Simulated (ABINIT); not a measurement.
# How slowly RPA converges: Al3GaN4 (P-43m)

Wanted: RPA correlation energy of Al3GaN4 (P-43m), with cost.

Program: ABINIT 10.8.3. Level of theory: PBEsol and many-body steps on it, plane waves. Results are calculated unless marked as measured.

Report form: the programs' logs are mostly left out.

## 1. The starting structure

It takes space group P-43m (No. 215, cubic). Conventional cell: a = 4.401 Å, b = 4.401 Å, c = 4.401 Å, α = 90.00°, β = 90.00°, γ = 90.00°. Al has 4 N at 1.89 Å nearest. Nearest to Ga lie 4 N at 1.95 Å. N has 3 Al at 1.89 Å and 1 Ga at 1.95 Å nearest. Farther neighbours and most contacts between anions are not listed.

The cell and positions are those that the Materials Project relaxed with its own functionals (PBE, PBE+U or r2SCAN), kept fixed.

## 2. Empty states on the mesh, 2×2×2 mesh, 301 bands

This step: ABINIT 10.8.3; DFT, PBEsol, plane waves, norm-conserving pseudopotentials.

The sums over transitions need many empty states on a uniform mesh; this step solves for them.

The input, run.abi:

```
acell 3*1.0 Angstrom
rprim 
  4.401438530000 0.000000000000 0.000000000000
  0.000000000000 4.401438530000 0.000000000000
  0.000000000000 0.000000000000 4.401438530000
ntypat 3
znucl 13 31 7
natom 8
typat 1 1 1 2 3 3 3 3
xred 
  0.500000000000 0.500000000000 0.000000000000
  0.500000000000 0.000000000000 0.500000000000
  0.000000000000 0.500000000000 0.500000000000
  0.000000000000 0.000000000000 0.000000000000
  0.744163430000 0.744163430000 0.255836570000
  0.744163430000 0.255836570000 0.744163430000
  0.255836570000 0.744163430000 0.744163430000
  0.255836570000 0.255836570000 0.255836570000
pp_dirpath "pseudos"
pseudos "Al.upf, Ga.upf, N.upf"
ecut 36
ngkpt 2 2 2
nshiftk 1
shiftk 0 0 0
kptopt 1
chksymbreak 0
iscf -2
irdden 1
istwfk *1
nband 301
nbdbuf 26
tolwfr 1e-09
nstep 60
prtvol 0
indata_prefix "in"
outdata_prefix "out"
tmpdata_prefix "tmp"
```

Run with:

```
$ OMP_NUM_THREADS=1 mpirun -n 4 abinit run.abi > log
```

The job ended after 8.2 min (4 MPI ranks of AMD EPYC 7571, shared host; peak memory 0.53 GiB).

Numbers from this step:

```
gap                                                           : 3.333 eV
k of the valence top                                          : 0, 0, 0
k of the conduction bottom                                    : 0, 0, 0
least direct gap                                              : 3.333 eV
k points computed                                             : 4
lowest point of the top converged band, above the valence top : 105.8221 eV
```

On this mesh the gap is 3.333 eV.

The density comes from a self-consistent run that is not shown.

## 3. RPA energy: 2×2×2 mesh, 62 bands, screening to 43.5 eV

The RPA dielectric matrix is built and inverted for each q.

This step: RPA screening on PBEsol, plane waves, norm-conserving pseudopotentials.

run.abi: that of step 2 with these lines changed.

```diff
@@ -26,10 +26,15 @@
 chksymbreak 0
-iscf -2
-irdden 1
 istwfk *1
-nband 301
-nbdbuf 26
-tolwfr 1e-09
-nstep 60
-prtvol 0
+occopt 1
+irdwfk 1
+optdriver 3
+nband 62
+ecuteps 1.6
+inclvkb 2
+awtr 1
+symchi 1
+gwcalctyp 1
+nfreqre 0
+nfreqim 8
+gwrpacorr 1
 indata_prefix "in"
```

Run time: 20 s. Hardware: 4 MPI ranks; peak memory 0.7 GiB.

This step gave:

```yaml
eps_infinity_with_local_fields_on_this_mesh_along_the_program_s_q_direction: 5.924
the_same_without_local_fields: 6.180
plasma_frequency: 26.06 eV
plane_waves_in_the_screening_matrix: 57
rpa_correlation_energy: -18.15 eV
```

Local fields lower ε∞ by 4 %. On a Γ-centred mesh this coarse the value itself is usually too large, while a short band sum pulls it down.

## 4. RPA energy: 2×2×2 mesh, 110 bands, screening to 70.7 eV

run.abi: that of step 3 with these lines changed.

```diff
@@ -30,4 +30,4 @@
 optdriver 3
-nband 62
-ecuteps 1.6
+nband 110
+ecuteps 2.6
 inclvkb 2
```

Wall time 43 s (4 MPI ranks); peak memory 0.85 GiB.

This step gave:

| Item | Value |
| --- | --- |
| ε∞ with local fields, on this mesh, along the program's q direction | 5.864 |
| the same without local fields | 6.221 |
| plasma frequency | 26.06 eV |
| plane waves in the screening matrix | 123 |
| RPA correlation energy | -30.03 eV |

## 5. RPA energy: 2×2×2 mesh, 186 bands, screening to 108.8 eV

run.abi: that of step 4 with these lines changed.

```diff
@@ -30,4 +30,4 @@
 optdriver 3
-nband 110
-ecuteps 2.6
+nband 186
+ecuteps 4
 inclvkb 2
```

Wall time 1.9 min (4 MPI ranks); peak memory 1 GiB.

This step gave:

```yaml
eps_infinity_with_local_fields_on_this_mesh_along_the_program_s_q_direction: 5.752
the_same_without_local_fields: 6.238
plasma_frequency: 26.06 eV
plane_waves_in_the_screening_matrix: 251
rpa_correlation_energy: -40.73 eV
```

## 6. RPA energy: 2×2×2 mesh, 275 bands, screening to 144.2 eV

run.abi: that of step 5 with these lines changed.

```diff
@@ -30,4 +30,4 @@
 optdriver 3
-nband 186
-ecuteps 4
+nband 275
+ecuteps 5.3
 inclvkb 2
```

Elapsed: 3.4 min, on 4 MPI ranks; peak memory 1.3 GiB; 14 min of CPU time.

Numbers from this step:

```yaml
eps_infinity_with_local_fields_on_this_mesh_along_the_program_s_q_direction: 5.753
the_same_without_local_fields: 6.244
plasma_frequency: 26.06 eV
plane_waves_in_the_screening_matrix: 341
rpa_correlation_energy: -46.89 eV
```

## 7. RPA energy: 2×2×2 mesh, 110 bands, screening to 136.1 eV, 2 frequencies

run.abi: that of step 6 with these lines changed.

```diff
@@ -30,4 +30,4 @@
 optdriver 3
-nband 275
-ecuteps 5.3
+nband 110
+ecuteps 5
 inclvkb 2
@@ -37,3 +37,3 @@
 nfreqre 0
-nfreqim 8
+nfreqim 2
 gwrpacorr 1
```

The job ended after 43 s (4 MPI ranks; peak memory 0.92 GiB; 2.9 min of CPU time).

This step gave:

```
ε∞ with local fields, on this mesh, along the program's q direction : 5.732
the same without local fields                                       : 6.221
plasma frequency                                                    : 26.06 eV
plane waves in the screening matrix                                 : 305
RPA correlation energy                                              : -34.89 eV
```

## 8. The rungs together

Times are wall times on 4 MPI ranks of AMD EPYC 7571, shared host, good to a factor of about two.

| bands | cutoff (eV) | plane waves | frequencies | E_c (eV/atom) | time |
| --- | --- | --- | --- | --- | --- |
| 62 | 43.5 | 57 | 8 | -2.269 | 20 s |
| 110 | 70.7 | 123 | 8 | -3.754 | 43 s |
| 186 | 108.8 | 251 | 8 | -5.091 | 1.9 min |
| 275 | 144.2 | 341 | 8 | -5.861 | 3.4 min |
| 110 | 136.1 | 305 | 2 | -4.362 | 43 s |

## 9. Summary of results

| Quantity | Value |
| --- | --- |
| 2×2×2 mesh, 62 bands, screening to 43.5 eV | -2.269 eV/atom |
| 2×2×2 mesh, 110 bands, screening to 70.7 eV | -3.754 eV/atom |
| 2×2×2 mesh, 186 bands, screening to 108.8 eV | -5.091 eV/atom |
| 2×2×2 mesh, 275 bands, screening to 144.2 eV | -5.861 eV/atom |
| limit by the two highest rungs | -7.33 eV/atom |

In words: Rows off the diagonal of bands and cutoff are checks and stay out of the ladder. The energy is still falling: −0.770 eV/atom over the last rung. A line in cutoff^(−3/2) puts the limit near -7.33 eV/atom, 25 % beyond the top rung; the pair below gives -6.56, so the estimate is rough. The value holds the valence electrons of these pseudopotentials alone, on one mesh; differences between structures converge far faster than the total.

[Paths, hosts, dates, memory and timing lines, banners, echoed tables and standing remarks are left out of the program output.]

[Logs are printed without paths, hosts, clocks, repeated set-up lines and the standing remarks that a program may print on its own settings, such as how far it seeks lower states.]

[Runs of the session that timed out or met a known fault of the program may be left out.]

[Hosts, paths, dates, database ids (printed as entryN), source tags and the programs' standing remarks are cut or masked in the printed files.]

[G0W0 gaps are taken among the corrected bands and points alone; a level outside them can change the order at an edge.]

[Where Ansatz stands beside ABINIT at settings called matched, ABINIT's density can come from a denser mesh and the files from another edition; pairs whose starting gaps differed by over 0.03 eV were left out, so agreement reads better than it is.]
